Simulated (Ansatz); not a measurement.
# Relaxing twisted h-AlN/h-SiC alternating trilayer, 46.83° (114 atoms)

Aim: bring twisted h-AlN/h-SiC alternating trilayer, 46.83° (114 atoms) to a nearby minimum of the energy and see what moves.

Method: Kohn-Sham DFT, PBE+D3(BJ), PAW (set soft_2), plane waves, in Ansatz 0.2.0.

**1. The starting structure**

The cell holds 114 atoms: 38 Al, 38 N, 19 Si and 19 C. Its edges and angles: a = 13.578 Å, b = 13.578 Å, c = 20.350 Å, α = 90.0°, β = 90.0°, γ = 120.0°. It derives from AlN and SiC. h-AlN (a = 3.13 Å) under h-SiC (a = 3.1 Å), alternating trilayer, commensurate cell of 19 unit cells a layer, twist 46.83 deg, both strained to the mean lattice constant; facing planes 3.16, 3.19 Å apart; 14 Å of vacuum; layers as built, displaced by a Gaussian of 0.01 Å. Regions: layer 1, 38 atoms (19 Al and 19 N); layer 2, 38 atoms (19 Si and 19 C); layer 3, 38 atoms (19 Al and 19 N). Vacuum lies along c.

What the set-up can't give: Only the Γ point is sampled, in a cell whose shortest periodic width is 12 Å.

**2. Single point at the start**

A single point comes first, to see the forces before anything moves.

input.yaml reads:

```yaml
crystal:
  lattice:
    - [13.578, 0.0, 0.0]
    - [-6.789, 11.75889, 0.0]
    - [0.0, 0.0, 20.35]
  atoms:
    - { symbol: Al, position: [0.17526, 0.77311, 0.34372] }
    - { symbol: "N", position: [0.19408, 0.65144, 0.34386] }
    - { symbol: Al, position: [0.28036, 0.03471, 0.34397] }
    - { symbol: "N", position: [0.29824, 0.91356, 0.3434] }
    [... 104 atom lines left out ...]
    - { symbol: Al, position: [0.01726, 0.87737, 0.65577] }
    - { symbol: "N", position: [0.0355, 0.75468, 0.65616] }
    - { symbol: Al, position: [0.9655, 0.24643, 0.65664] }
    - { symbol: "N", position: [0.98211, 0.12297, 0.65641] }
    - { symbol: Al, position: [0.0693, 0.50862, 0.65596] }
    - { symbol: "N", position: [0.08802, 0.38612, 0.65585] }
kpoints:
  mp_grid: { grid: [1, 1, 1] }
hamiltonian:
  xc: pbe
  dispersion: d3bj
scf:
  occupations: { method: fixed }
output:
  forces: true
  populations: true
  dos:
    method: { smearing: { sigma: 0.15 } }
    de: 0.1
    projected:
      site_lists:
        Al: [Al]
        C: [C]
        "N": ["N"]
        Si: [Si]
        layer_1: [0, 1, 2, 3, 4, 5, 6, 7, 8, 9, 10, 11, 12, 13, 14, 15, 16, 17, 18, 19, 20, 21, 22, 23, 24, 25, 26, 27, 28, 29, 30, 31, 32, 33, 34, 35, 36, 37]
        layer_2: [38, 39, 40, 41, 42, 43, 44, 45, 46, 47, 48, 49, 50, 51, 52, 53, 54, 55, 56, 57, 58, 59, 60, 61, 62, 63, 64, 65, 66, 67, 68, 69, 70, 71, 72, 73, 74, 75]
        layer_3: [76, 77, 78, 79, 80, 81, 82, 83, 84, 85, 86, 87, 88, 89, 90, 91, 92, 93, 94, 95, 96, 97, 98, 99, 100, 101, 102, 103, 104, 105, 106, 107, 108, 109, 110, 111, 112, 113]
  eigenvalues: true
```

The run is started by

```console
ansatz run input.yaml --threads 4 --pin off --max-ram 8192MiB --backend cpu --events-out ev --progress --plain --runs-dir out
```

It took 55 s on 4 threads of Arm Neoverse V1, shared host; peak memory 3.5 GiB.

Read from the output:

| Quantity | Value |
| --- | --- |
| free energy | -51937.8597 eV |
| free energy per atom | -455.5953 eV/atom |
| SCF cycles | 9 |
| r.m.s. force component | 0.3421 eV/Å |
| longest force | 1.334 eV/Å |
| Fermi energy | -0.02075 eV |
| gap (highest filled to lowest empty level) | 1.972 eV |
| spilling of the projection | 0.01025 |

The r.m.s. force component of 0.34 eV/Å sets the starting point.

Length of the force by element:

```
element  coordination  atoms  mean length of the force (eV/Å)  spread   least   most
     Al           all     38                            0.516   0.245  0.0847   1.33
      C           all     19                            0.590   0.281   0.143   1.23
      N           all     38                            0.557   0.212   0.258   1.17
     Si           all     19                            0.527   0.197   0.188  0.861
```

**3. Relaxation**

With the cell held, the atoms are moved downhill towards a nearby minimum.

input.yaml, the sections that differ from step 2:

```yaml
output:
  forces: true
relax:
  f_tol: 0.05
  max_steps: 200
# crystal, kpoints, hamiltonian, scf: as in step 2
```

It took 7.7 min on 4 threads; peak memory 3.3 GiB.

Relaxation path:

```
step  energy less that of the first step (eV)  largest force component (eV/Å)
   1                                   0.0000                          1.2155
   2                                  -1.1159                          0.6451
   3                                  -1.7163                          0.3098
   4                                  -2.0371                          0.2933
   5                                  -2.2522                          0.3704
   6                                  -2.6365                          0.7986
   7                                  -3.1319                          0.7177
   8                                  -3.1910                          4.1438
   9                                  -3.9553                          2.0481
  10                                  -4.4674                          0.6151
  11                                  -4.8675                          0.5414
  12                                  -5.1736                          0.3238
  13                                  -5.4961                          0.5409
  14                                  -5.7220                          0.6745
  15                                  -6.0475                          0.5668
  16                                  -6.3433                          0.3735
  17                                  -6.5815                          0.2998
  18                                  -6.7738                          0.5986
  19                                  -6.8833                          0.0762
  20                                  -6.8859                          0.1246
  21                                  -6.9000                          0.0382
```

The atoms that moved most (Å):

```
 atom      dx      dy      dz  length
 N112   0.072  -0.160  -0.982   0.998
   N8   0.042   0.049   0.991   0.993
 Al33  -0.053   0.147   0.915   0.928
Al111   0.061  -0.041  -0.901   0.904
  N34  -0.161  -0.059   0.872   0.889
 Al79   0.140  -0.190  -0.837   0.869
  N82   0.038  -0.260  -0.809   0.851
 Si63  -0.214   0.031   0.805   0.833
```

The relaxation changed the energy by -60.5 meV/atom, and atoms moved by 0.48 Å r.m.s., 1.00 Å at most.

**4. Local order after relaxation**

Bonds before and after, by the cutoffs listed below:

```
pair  bonds before  bonds after  mean before (Å)  mean after (Å)  spread before (Å)  spread after (Å)
Al-N           114          114            1.799           1.835              0.014             0.038
C-Si            57           57            1.799           1.834              0.012             0.031
```

Normalised to the volume that the atoms fill. Pair distribution functions g(r), in bins of 0.2 Å:

```
r (Å)  total  Al-Al   Al-N  Al-C  Al-Si   N-N   N-C
 1.70   0.45   0.00   0.94  0.00   0.00  0.00  0.00
 1.90   4.54   0.00  13.37  0.00   0.00  0.00  0.00
 2.10   0.10   0.00   0.00  0.92   0.00  0.00  0.00
 2.30   0.02   0.00   0.00  0.16   0.00  0.00  0.00
 2.50   0.03   0.00   0.00  0.13   0.13  0.00  0.00
 2.70   0.21   0.00   0.00  0.23   1.17  0.00  0.44
 2.90   0.36   0.29   0.00  0.51   1.08  0.00  1.33
 3.10   2.65   7.14   0.00  0.45   1.05  7.04  0.63
 3.30   1.17   2.31   0.04  0.24   1.16  2.58  1.08
 3.50   0.82   0.00   1.28  0.48   0.49  0.00  1.52
 3.70   1.30   0.00   2.15  2.42   0.74  0.00  0.67
 3.90   0.83   0.00   0.17  2.54   1.16  0.00  1.00
 4.10   0.67   0.00   0.00  1.45   1.36  0.00  1.19
 4.30   0.48   0.00   0.00  1.23   1.01  0.00  0.73
 4.50   0.47   0.00   0.04  0.72   1.50  0.00  1.17
 4.70   0.99   0.00   2.04  0.58   0.69  0.00  1.11
 4.90   1.08   0.00   2.13  0.68   1.07  0.00  0.99
 5.10   0.44   0.19   0.05  0.78   1.04  0.03  1.10
 5.30   0.87   1.07   0.06  0.76   1.11  1.07  1.42
 5.50   1.03   2.05   0.08  0.76   0.98  2.23  0.78
 5.70   0.49   0.34   0.12  0.91   0.81  0.37  0.84
 5.90   0.44   0.22   0.17  0.90   0.73  0.07  0.56
 6.10   0.70   0.77   0.17  1.03   0.62  0.79  0.87
 6.30   0.99   1.80   0.40  0.90   0.62  1.73  0.38
 6.50   1.07   0.55   1.82  1.02   0.76  0.50  0.74
 6.70   0.59   0.19   0.74  0.82   0.60  0.32  0.62
 6.90   0.51   0.57   0.49  0.50   0.73  0.18  0.85
 7.10   0.53   0.22   0.69  0.55   0.82  0.32  0.57
```

Bonds by pair of elements; cutoffs follow the first minimum of g(r), held within bounds set by covalent radii, and pairs that aren't listed don't count as bonded:

```
pair A-B  cutoff (Å)  bonds  mean length (Å)  spread (Å)  shortest (Å)  B about A  A about B
    Al-N        2.33    114             1.83       0.038          1.78          3          3
    Al-C        2.21      5             2.15        0.02          2.12      0.132      0.263
    N-Si        2.22      8             1.90       0.015          1.88      0.211      0.421
    C-Si        2.27     57             1.83       0.031          1.78          3          3
```

How many atoms have how many bonded neighbours:

```
element  mean   3  4
     Al  3.13  33  5
      C  3.26  14  5
      N  3.21  30  8
     Si  3.42  11  8
```

Bond angles (no mean is given where the spread exceeds 20°):

```
  angle  count  mean (°)  spread (°)
 N-Al-N    114       119         3.2
Al-N-Al    114       119         3.8
 C-Si-C     57       118         3.5
Si-C-Si     57       120         3.4
 C-Si-N     24       102         6.7
```

Bond length by coordination (bonds to H left out):

```
element  coordination  atoms  mean bond length (Å)
     Al             3     33                  1.83
     Al             4      5                  1.94
      C             3     14                  1.83
      C             4      5                  1.92
      N             3     30                  1.82
      N             4      8                  1.90
     Si             3     11                  1.81
     Si             4      8                  1.87
```

With the cutoffs above, 87 % of Al atoms have 3, 74 % of C atoms have 3, 79 % of N atoms have 3 and 58 % of Si atoms have 3 bonded neighbours. The N-Al-N angle averages 119° with a spread of 3°.

**5. Single point at the relaxed geometry**

One more single point at the end of the walk gives the fuller output and checks the residual forces.

input.yaml reads:

```yaml
crystal:
  lattice:
    - [13.578, 0.0, 0.0]
    - [-6.789, 11.75889, 0.0]
    - [0.0, 0.0, 20.35]
  atoms:
    - { symbol: Al, position: [0.17204, 0.77461, 0.37678] }
    - { symbol: "N", position: [0.18669, 0.65144, 0.36339] }
    - { symbol: Al, position: [0.27416, 0.03635, 0.34394] }
    - { symbol: "N", position: [0.28877, 0.9116, 0.34914] }
    [... 104 atom lines left out ...]
    - { symbol: Al, position: [0.0093, 0.85659, 0.64017] }
    - { symbol: "N", position: [0.02891, 0.74041, 0.66557] }
    - { symbol: Al, position: [0.96824, 0.24295, 0.61236] }
    - { symbol: "N", position: [0.98061, 0.10935, 0.60813] }
    - { symbol: Al, position: [0.07892, 0.50068, 0.65007] }
    - { symbol: "N", position: [0.10891, 0.38209, 0.62874] }
kpoints:
  mp_grid: { grid: [1, 1, 1] }
hamiltonian:
  xc: pbe
  dispersion: d3bj
scf:
  occupations: { method: fixed }
output:
  forces: true
  populations: intrinsic
  dos:
    method: { smearing: { sigma: 0.08 } }
    de: 0.1
    projected:
      site_lists:
        Al: [Al]
        C: [C]
        "N": ["N"]
        Si: [Si]
        layer_1: [0, 1, 2, 3, 4, 5, 6, 7, 8, 9, 10, 11, 12, 13, 14, 15, 16, 17, 18, 19, 20, 21, 22, 23, 24, 25, 26, 27, 28, 29, 30, 31, 32, 33, 34, 35, 36, 37]
        layer_2: [38, 39, 40, 41, 42, 43, 44, 45, 46, 47, 48, 49, 50, 51, 52, 53, 54, 55, 56, 57, 58, 59, 60, 61, 62, 63, 64, 65, 66, 67, 68, 69, 70, 71, 72, 73, 74, 75]
        layer_3: [76, 77, 78, 79, 80, 81, 82, 83, 84, 85, 86, 87, 88, 89, 90, 91, 92, 93, 94, 95, 96, 97, 98, 99, 100, 101, 102, 103, 104, 105, 106, 107, 108, 109, 110, 111, 112, 113]
  eigenvalues: true
  write_density: true
  write_potential: true
  volumetric_format: npy
```

It took 62 s on 4 threads; peak memory 3.6 GiB.

The program notes that the exchange-correlation potential is rough where the density is thin.

Numbers from this run:

| Property | Result |
| --- | --- |
| free energy | -51944.7597 eV |
| free energy per atom | -455.6558 eV/atom |
| SCF cycles | 9 |
| r.m.s. force component | 0.00865 eV/Å |
| longest force | 0.03846 eV/Å |
| Fermi energy | -0.05264 eV |
| gap (highest filled to lowest empty level) | 2.055 eV |
| potential in mid-vacuum, over the Fermi level | 5.007 eV |
| potential 4.5 Å over the upper face | 4.995 eV |
| potential 4.5 Å under the lower face | 5.019 eV |

Intrinsic-atomic-orbital charges by element and coordination:

```
element  coordination  atoms  mean charge (e)  spread  least    most
     Al           all     38             1.12  0.0149   1.08    1.15
     Al             3     33             1.12  0.0146   1.08    1.15
     Al             4      5             1.11   0.004   1.10    1.11
      C           all     19            -1.05  0.0548  -1.17  -0.992
      C             3     14            -1.03  0.0217  -1.06  -0.992
      C             4      5            -1.14  0.0276  -1.17   -1.10
      N           all     38            -1.12  0.0221  -1.15   -1.07
      N             3     30            -1.13  0.0068  -1.15   -1.12
      N             4      8            -1.08  0.0082  -1.10   -1.07
     Si           all     19             1.06  0.0607  0.983    1.15
     Si             3     11             1.01  0.0173  0.983    1.04
     Si             4      8             1.13   0.017   1.09    1.15
```

By region:

```
 region  atoms  mean length of the force (eV/Å)  net charge (e)
layer 1     38                            0.015           -0.07
layer 2     38                            0.014            0.06
layer 3     38                             0.01            0.01
```

States in the cell by windows of 1 eV, zero at the Fermi level; the larger projections on atomic orbitals stand beside the total:

```
from (eV)  to (eV)  total   N p  layer 3  layer 2  layer 1  Al p   C p
      -14      -13   43.2   0.3     21.3      2.3     19.4   9.4   0.1
      -13      -12   27.3   0.1      7.2     10.1      9.9   4.6   0.5
      -12      -11   12.6   0.1      0.5     11.6      0.5   0.4   0.6
      -11      -10   11.4   0.1      0.3     10.7      0.3   0.2   0.4
      -10       -8    0.0   0.0      0.0      0.0      0.0   0.0   0.0
       -8       -7   22.9   1.9      1.5     19.7      1.5   0.4   9.6
       -7       -6    3.4   1.1      0.9      1.8      0.7   0.2   0.9
       -6       -5   41.4  21.8     16.7      8.9     15.6   3.9   4.3
       -5       -4   42.2  16.3     11.4     18.0     12.5   3.4   9.7
       -4       -3   59.0  31.6     21.5     16.1     20.9   6.1   9.5
       -3       -2   67.6  37.6     23.6     19.6     23.7   8.4  13.3
       -2       -1   67.7  44.7     26.6     14.3     25.5   6.9  11.0
       -1        0   37.1  20.0     10.1     14.1     11.9   1.7  12.3
        0        1    0.5   0.2      0.1      0.3      0.1   0.0   0.3
        1        2    0.8   0.1      0.1      0.5      0.1   0.1   0.1
        2        3   15.2   1.0      2.1      9.5      2.4   1.7   2.3
        3        4   28.5   2.2      7.0     10.1      7.1   6.2   2.1
        4        5   53.7   4.6     16.8     11.5     16.6  21.6   3.0
```

The curve was stored every 0.10 eV, coarse against its broadening of 0.08 eV, so these counts are rough.

With fixed occupations the program's Fermi level is the highest filled level; weight inside the gap is the broadening of levels at its edges.

Between -16 and -14 eV lie 19 more states.

The levels nearest the highest filled one (over half full), pooled over k-points and spins:

```
level less the highest filled one (eV)  occupation
                                -0.245           2
                                -0.236           2
                                -0.148           2
                                -0.136           2
                                -0.125           2
                                     0           2
                                  2.06           0
                                  2.20           0
                                  2.27           0
                                  2.36           0
                                  2.41           0
                                  2.61           0
```

Planar average of the electrostatic potential energy along the normal, with the Fermi level as zero, after a running mean with a triangular window 4 Å wide at its base:

```
height (Å)  potential energy (eV)
       0.0                   5.01
       0.6                   5.01
       1.1                   5.02
       1.7                   5.02
       2.3                   5.02
       2.8                   5.02
       3.5                   4.99
       4.1                   4.83
       4.7                   4.26
       5.2                   2.94
       5.8                   0.84
       6.4                  -1.46
       6.9                  -3.06
       7.5                  -3.43
       8.1                  -3.23
       8.6                  -3.54
       9.2                  -4.77
       9.8                  -6.15
      10.5                  -6.16
      11.0                  -4.68
      11.6                  -3.26
      12.2                  -2.87
      12.7                  -3.29
      13.3                  -3.37
      13.8                  -2.15
      14.4                   0.11
      15.0                   2.39
      15.5                   3.98
      16.1                   4.72
      16.7                   4.93
      17.4                   4.98
      17.9                   4.99
      18.5                   5.00
      19.1                   5.00
      19.6                   5.00
      20.2                   5.01
```

Mean intrinsic-atomic-orbital charges: Al +1.12, C -1.05, N -1.12, Si +1.06 e. The potential stands 4.99 eV above the highest filled level over the upper face and 5.02 eV under the lower one, a reading of the ionisation potential at this level on the run's k-points, but a rough one: there is no dipole correction, and the values are taken inside the vacuum, not at the faces.

**6. Outcome**

| Property | Result |
| --- | --- |
| energy change in the relaxation | -60.53 meV/atom |
| r.m.s. displacement | 0.48 Å |
| largest displacement | 0.998 Å |
| free energy per atom | -455.6558 eV/atom |
| r.m.s. force component | 0.00865 eV/Å |
| gap (highest filled to lowest empty level) | 2.055 eV |
| potential in mid-vacuum, over the Fermi level | 5.007 eV |
| wall time of the 3 DFT runs | 9.7 min |

Relaxation lowers the energy by 60.5 meV/atom and moves atoms by 0.48 Å r.m.s.; the r.m.s. force component goes from 0.34 to 0.0086 eV/Å, and the gap from 1.97 to 2.06 eV. By the final cutoffs 0 of 171 bonded pairs parted and 13 joined. First to last step the energy falls by 6.900 eV; the largest move, 1.00 Å, is that of N112, with 1 other atom within 2 % of it. The Al-N bonds go from 1.799 Å (spread 0.014) to 1.835 Å (spread 0.038). With the cutoffs above, 87 % of Al atoms have 3, 74 % of C atoms have 3, 79 % of N atoms have 3 and 58 % of Si atoms have 3 bonded neighbours. Filled and empty levels are parted by 2.06 eV at Γ alone; the mesh holds the band edges only if they fold onto it, so the gap at this level can be narrower or closed, while semilocal functionals tend to narrow gaps against experiment. The potential stands 4.99 eV above the highest filled level over the upper face and 5.02 eV under the lower one, a reading of the ionisation potential at this level on the run's k-points, but a rough one: there is no dipole correction, and the values are taken inside the vacuum, not at the faces.

[Logs are printed without paths, hosts, clocks, repeated set-up lines and the standing remarks that a program may print on its own settings, such as how far it seeks lower states.]

[Hosts, paths, dates, database ids (printed as entryN), source tags and the programs' standing remarks are cut or masked in the printed files.]
